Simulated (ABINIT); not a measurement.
# Nb (Im-3m): phonons by linear response

How does Nb (Im-3m) vibrate, and is this structure a minimum?

Program: ABINIT 10.8.3. Level of theory: DFT PBE, scalar-relativistic, plane waves, PseudoDojo norm-conserving pseudopotentials. Results are calculated unless marked as measured.

This is a report of a sequence of runs, with most program output left out.

The database entry behind the starting cell differs from later determinations by our own check (about 0.8 % long, hydrogen-cycled sample), so it need not match the best structure at ambient conditions.

### Step 1. The structure

It takes space group Im-3m (No. 229, cubic). The conventional cell has a = 3.328 Å, b = 3.328 Å, c = 3.328 Å, α = 90.00°, β = 90.00°, γ = 90.00°. Nearest to Nb lie 8 Nb at 2.88 Å.

### Step 2. A first look

A first run with smearing and empty bands tells whether the crystal has a gap, which decides between fixed occupations and smearing later on.

probe.abi

```
# ground state
tolvrs 1.0d-08
prtden 1
prtwf 1

# basis, mesh and filling
ecut 37.0
ngkpt 8 8 8
nshiftk 1
shiftk 0.0 0.0 0.0
istwfk *1
occopt 7
tsmear 0.005
nband 12
nstep 100
diemac 9.0
prtebands 0
prtgsr 0

# cell and atoms
acell 3*1.0 Angstrom
rprim 
    -1.66395 1.66395 1.66395
    1.66395 -1.66395 1.66395
    1.66395 1.66395 -1.66395
ntypat 1
znucl 41
natom 1
typat 1
xred 
    0.0 0.0 0.0
pp_dirpath "./pseudo"
pseudos "Nb.upf"
```

Command:

```console
$ OMP_NUM_THREADS=1 mpirun -n 4 abinit probe.abi > probe.log
```

Run time: 3.6 s. Hardware: 4 MPI ranks of Arm Neoverse V2, shared host; 14 s of CPU time.

This step gave:

- volume per atom: 18.43 Å³
- pressure: -2.735 GPa
- gap on the k-mesh: 0 eV

No gap opens on this mesh, so smearing is kept; the printed pressure holds the stress of the finite basis too.

### Step 3. Relaxation

The harmonic expansion needs vanishing forces, and a free crystal bears no stress, so cell and atoms are brought to rest. Stress is more sensitive to the basis than forces are: the last 3 Ha under the cutoff are smoothed with ecutsm, and the cutoff is raised above that of the later runs.

relax.abi

```
# relaxation
ionmov 2
optcell 2
dilatmx 1.08
ntime 40
tolmxf 1.0d-05
tolvrs 1.0d-14
prtwf 0
prtden 0
chksymtnons 0

# basis, mesh and filling
ecut 46.0
ecutsm 3.0
ngkpt 12 12 12
nshiftk 1
shiftk 0.0 0.0 0.0
istwfk *1
occopt 7
tsmear 0.01
nband 12
nstep 100
diemac 1000000.0
prtebands 0
prtgsr 0

# cell and atoms
acell 3*1.0 Angstrom
rprim 
    -1.66395 1.66395 1.66395
    1.66395 -1.66395 1.66395
    1.66395 1.66395 -1.66395
ntypat 1
znucl 41
natom 1
typat 1
xred 
    0.0 0.0 0.0
pp_dirpath "./pseudo"
pseudos "Nb.upf"
```

Command:

```console
$ OMP_NUM_THREADS=1 mpirun -n 4 abinit relax.abi > relax.log
```

Run time: 35 s. Hardware: 4 MPI ranks; 2.3 min of CPU time.

Step by step:

```tsv
step	energy less that of the first step (eV)	largest force (eV/Å)	volume (Å³)
1	0.0000	0.0000	18.43
2	-0.0017	0.0000	18.28
3	-0.0023	0.0000	18.14
4	-0.0023	0.0000	18.15
```

```tsv
conventional cell, symmetrised	before	after	change
a (Å)	3.328	3.311	-0.5 %
b (Å)	3.328	3.311	-0.5 %
c (Å)	3.328	3.311	-0.5 %
volume (Å³/atom)	18.43	18.15	-1.5 %
```

Final coordinates:

```xyz
1
Lattice="-1.6554 1.6554 1.6554 1.6554 -1.6554 1.6554 1.6554 1.6554 -1.6554" Properties=species:S:1:pos:R:3 pbc="T T T"
Nb    0.0000    0.0000    0.0000
```

This step gave:

```yaml
volume_per_atom: 18.15 Å³
pressure: -2.11e-4 GPa
```

The volume changes by -1.5 % in this run and stands -1.5 % from the first cell.

### Step 4. Self-consistent run for the response

First-order wavefunctions inherit every error of the ground state, hence the very tight tolvrs. Smearing stays on, as the first look found no gap above 0.3 eV.

gs.abi

```
# ground state
tolvrs 1.0d-16
prtden 1
prtwf 1

# basis, mesh and filling
ecut 37.0
ngkpt 12 12 12
nshiftk 1
shiftk 0.0 0.0 0.0
istwfk *1
occopt 7
tsmear 0.01
nband 12
nstep 100
diemac 1000000.0
prtebands 0
prtgsr 0

# cell and atoms
acell 3*1.0 Angstrom
rprim 
    -1.655417213 1.655417213 1.655417213
    1.655417213 -1.655417213 1.655417213
    1.655417213 1.655417213 -1.655417213
ntypat 1
znucl 41
natom 1
typat 1
xred 
    0.0 0.0 0.0
pp_dirpath "./pseudo"
pseudos "Nb.upf"
```

Command:

```console
$ OMP_NUM_THREADS=1 mpirun -n 4 abinit gs.abi > gs.log
```

The job ended after 7.9 s (4 MPI ranks; 31 s of CPU time).

Read from the output:

```
pressure : -0.5660 GPa
```

The cell stands at -0.57 GPa: the relaxation ran with a smoothed and higher cutoff, and the difference is a stress of the finite basis.

### Step 5. Linear response at Γ

At q = 0 one unit cell holds all displacements. The response is solved for single atoms along the cell's directions, and symmetry skips those that follow from others. The crystal is treated as a metal, which screens a static field, so no field response is asked.

dfpt_gamma.abi

```

# common to the responses
getwfk_filepath "gso_WFK"
kptopt 2
nqpt 1
qpt 0.0 0.0 0.0
asr 0
chneut 0

# displacements
rfphon 1
rfatpol 1 1
rfdir 1 1 1
tolvrs 1.0d-10
prtwf 0
prtpot 1

# basis, mesh and filling
ecut 37.0
ngkpt 12 12 12
nshiftk 1
shiftk 0.0 0.0 0.0
istwfk *1
occopt 7
tsmear 0.01
nband 12
nstep 100
diemac 1000000.0
prtebands 0
prtgsr 0

# cell and atoms
acell 3*1.0 Angstrom
rprim 
    -1.655417213 1.655417213 1.655417213
    1.655417213 -1.655417213 1.655417213
    1.655417213 1.655417213 -1.655417213
ntypat 1
znucl 41
natom 1
typat 1
xred 
    0.0 0.0 0.0
pp_dirpath "./pseudo"
pseudos "Nb.upf"
```

Command:

```console
$ OMP_NUM_THREADS=1 mpirun -n 4 abinit dfpt_gamma.abi > dfpt_gamma.log
```

Wall time 16 s (4 MPI ranks).

With one atom there are acoustic modes alone, which should vanish; they come out at 2.04 cm⁻¹ in size, the error that the sum rule removes later.

### Step 6. Phonons on a q mesh

Linear response treats each wavevector of the 4×4×4 mesh in the unit cell; the first-order potentials are kept for the electron-phonon matrix elements.

dfpt_q.abi

```
ndtset 7

# wavevectors
qpt1 0.25 0.0 0.0
qpt2 0.5 0.0 0.0
qpt3 0.25 0.25 0.0
qpt4 0.25 0.25 0.25
qpt5 -0.25 0.25 0.25
qpt6 0.5 0.5 0.25
qpt7 0.5 0.5 0.5

# displacements
getwfk_filepath "gso_WFK"
getwfq_filepath "gso_WFK"
kptopt 3
nqpt 1
rfphon 1
rfatpol 1 1
rfdir 1 1 1
tolvrs 1.0d-10
prtwf 0
prtpot 1

# basis, mesh and filling
ecut 37.0
ngkpt 12 12 12
nshiftk 1
shiftk 0.0 0.0 0.0
istwfk *1
occopt 7
tsmear 0.01
nband 12
nstep 100
diemac 1000000.0
prtebands 0
prtgsr 0

# cell and atoms
acell 3*1.0 Angstrom
rprim 
    -1.655417213 1.655417213 1.655417213
    1.655417213 -1.655417213 1.655417213
    1.655417213 1.655417213 -1.655417213
ntypat 1
znucl 41
natom 1
typat 1
xred 
    0.0 0.0 0.0
pp_dirpath "./pseudo"
pseudos "Nb.upf"
```

Command:

```console
$ OMP_NUM_THREADS=1 mpirun -n 4 abinit dfpt_q.abi > dfpt_q.log
```

Wall time 25 min (4 MPI ranks); 1.6 h of CPU time.

Numbers from this step:

- lowest mode on the q mesh (acoustic ones at the zone centre apart): 75.47 cm⁻¹

Frequencies (cm⁻¹) before the sum rule at the irreducible wavevectors but Γ, which is solved apart; negative means imaginary. Frequencies by wavevector:

```tsv
q (fractions)	star	mode 1	mode 2	mode 3
0.25 0 0	12	75.47	95.86	140.6
0.5 0 0	6	141.9	172.3	185.9
0.25 0.25 0	24	129.8	131.3	197.3
0.25 0.25 0.25	2	171.2	171.2	171.2
-0.25 0.25 0.25	6	112.7	112.7	198
0.5 0.5 0.25	12	147.2	191.4	194.6
0.5 0.5 0.5	1	219.1	219.1	219.1
```

### Step 7. Interpolated phonon bands

anaddb transforms the dynamical matrices to force constants and back along the path; points of the mesh come back as solved, but for the sum rule and, in polar crystals, the LO-TO term at Γ; the rest is interpolation.

anaddb.abi

```
ddb_filepath "all_DDB"
output_file "anaddb.abo"
outdata_prefix "anaddb"
ifcflag 1
ngqpt 4 4 4
nqshft 1
q1shft 0.0 0.0 0.0
asr 1
chneut 0
dipdip 0
dipquad 0
quadquad 0
enunit 0
eivec 0
nph1l 62
qph1l 
    0.0 0.0 0.0 1.0
    0.05 -0.05 0.05 1.0
    0.1 -0.1 0.1 1.0
    0.15 -0.15 0.15 1.0
    0.2 -0.2 0.2 1.0
    0.25 -0.25 0.25 1.0
    0.3 -0.3 0.3 1.0
    0.35 -0.35 0.35 1.0
    0.4 -0.4 0.4 1.0
    0.45 -0.45 0.45 1.0
    0.5 -0.5 0.5 1.0
    0.45 -0.45 0.5 1.0
    0.4 -0.4 0.5 1.0
    0.35 -0.35 0.5 1.0
    0.3 -0.3 0.5 1.0
    0.25 -0.25 0.5 1.0
    0.2 -0.2 0.5 1.0
    0.15 -0.15 0.5 1.0
    0.1 -0.1 0.5 1.0
    0.05 -0.05 0.5 1.0
    0.0 0.0 0.5 1.0
    0.0 0.0 0.45 1.0
    0.0 0.0 0.4 1.0
    0.0 0.0 0.35 1.0
    0.0 0.0 0.3 1.0
    0.0 0.0 0.25 1.0
    0.0 0.0 0.2 1.0
    0.0 0.0 0.15 1.0
    0.0 0.0 0.1 1.0
    0.0 0.0 0.05 1.0
    0.0 0.0 0.0 1.0
    0.025 0.025 0.025 1.0
    0.05 0.05 0.05 1.0
    0.075 0.075 0.075 1.0
    0.1 0.1 0.1 1.0
    0.125 0.125 0.125 1.0
    0.15 0.15 0.15 1.0
    0.175 0.175 0.175 1.0
    0.2 0.2 0.2 1.0
    0.225 0.225 0.225 1.0
    0.25 0.25 0.25 1.0
    0.275 0.175 0.275 1.0
    0.3 0.1 0.3 1.0
    0.325 0.025 0.325 1.0
    0.35 -0.05 0.35 1.0
    0.375 -0.125 0.375 1.0
    0.4 -0.2 0.4 1.0
    0.425 -0.275 0.425 1.0
    0.45 -0.35 0.45 1.0
    0.475 -0.425 0.475 1.0
    0.5 -0.5 0.5 1.0
    0.25 0.25 0.25 1.0
    0.225 0.225 0.275 1.0
    0.2 0.2 0.3 1.0
    0.175 0.175 0.325 1.0
    0.15 0.15 0.35 1.0
    0.125 0.125 0.375 1.0
    0.1 0.1 0.4 1.0
    0.075 0.075 0.425 1.0
    0.05 0.05 0.45 1.0
    0.025 0.025 0.475 1.0
    0.0 0.0 0.5 1.0
```

mrgddb.in

```
all_DDB
merged
8
dfpt_gammao_DDB
dfpt_qo_DS1_DDB
dfpt_qo_DS2_DDB
dfpt_qo_DS3_DDB
dfpt_qo_DS4_DDB
dfpt_qo_DS5_DDB
dfpt_qo_DS6_DDB
dfpt_qo_DS7_DDB
```

Command:

```console
$ mrgddb < mrgddb.in > mrgddb.log
$ OMP_NUM_THREADS=1 anaddb anaddb.abi > anaddb.log
```

Elapsed: 0.54 s, on 1 thread.

This step gave:

```yaml
lowest_frequency_on_the_path: -26.21 cm⁻¹
```

Anaddb. The phonon branches at the labelled points (cm⁻¹):

```tsv
point	branch 1	branch 2	branch 3
Γ	0	0	0
halfway	113	113	198
H	219	219	219
halfway	147	191	195
N	142	172	186
halfway	76	96	141
Γ	0	0	0
halfway	86	86	177
P	171	171	171
halfway	137	183	183
H	219	219	219
jump to P	171	171	171
halfway	141	161	191
N	142	172	186
```

The path dips to 26i cm⁻¹ between the solved wavevectors, whose modes are all real, so the dip may come from the interpolation.

### Step 8. Density of states

Sums over the zone need many more wavevectors than were solved, so the interpolation is sampled on a dense mesh.

anaddb.abi

```
ddb_filepath "all_DDB"
output_file "anaddb.abo"
outdata_prefix "anaddb"
ifcflag 1
ngqpt 4 4 4
nqshft 1
q1shft 0.0 0.0 0.0
asr 1
chneut 0
dipdip 0
dipquad 0
quadquad 0
prtdos 2
ng2qpt 19 19 19
dosdeltae 4.5563e-06
ntemper 11
temperinc 100.0
tempermin 0.0
```

Command:

```console
$ OMP_NUM_THREADS=1 anaddb anaddb.abi > anaddb.log
```

It took 0.65 s on 1 thread.

Numbers from this step:

```
share of modes beyond 3i cm⁻¹ on the dense interpolated mesh : 0.0041
```

The phonon density of states has structure finer than the step of the table below, so its rows give means over 10 cm⁻¹, whole bins alone (the curve runs from -30 to 249 cm⁻¹). Peaks (cm⁻¹: height): 134.0: 0.0644, 194.0: 0.0790.

Tetrahedra. Phonon density of states against wavenumber; means over each step:

```tsv
wavenumber (cm⁻¹)	phonon density of states (1/cm⁻¹/cell)
-20	3.5e-4
-10	6.8e-4
0	8.3e-4
10	0.00110
20	0.00157
30	0.00199
40	0.00268
50	0.00348
60	0.00436
70	0.00532
80	0.00650
90	0.00788
100	0.00962
110	0.0121
120	0.0163
130	0.0329
140	0.0309
150	0.0182
160	0.0215
170	0.0198
180	0.0180
190	0.0602
200	0.0195
210	0.00427
220	5.5e-4
230	0
```

### Step 9. Summary of results

```
space group after relaxation                                       : Im-3m
volume per atom                                                    : 18.1 Å³
q mesh                                                             : 4×4×4
lowest mode on the q mesh (acoustic ones at the zone centre apart) : 75.5 cm⁻¹
imaginary modes on the q mesh                                      : none
```

Nb (Im-3m) is dynamically stable on the 4×4×4 mesh; its spectrum reaches 219 cm⁻¹. The base run prints -0.57 GPa, mostly the error of a finite basis; the relaxation, with a smoothed and higher cutoff, had brought the cell to rest. The imaginary part of the path lies between the solved wavevectors, so it may come from the interpolation. These are harmonic frequencies at zero temperature: anharmonic shifts and linewidths and thermal expansion are left out. In a metal the frequencies hang on the k mesh and the smearing, most of all near Kohn anomalies. Electron-phonon sums were run after this but are not shown: the interpolated spectrum has imaginary branches.

[Host names and launcher messages were left out of these logs when they were recorded.]

[Logs are printed without paths, hosts, clocks, repeated set-up lines and the standing remarks that a program may print on its own settings, such as how far it seeks lower states.]

[Hosts, paths, dates, database ids (printed as entryN), source tags and the programs' standing remarks are cut or masked in the printed files.]
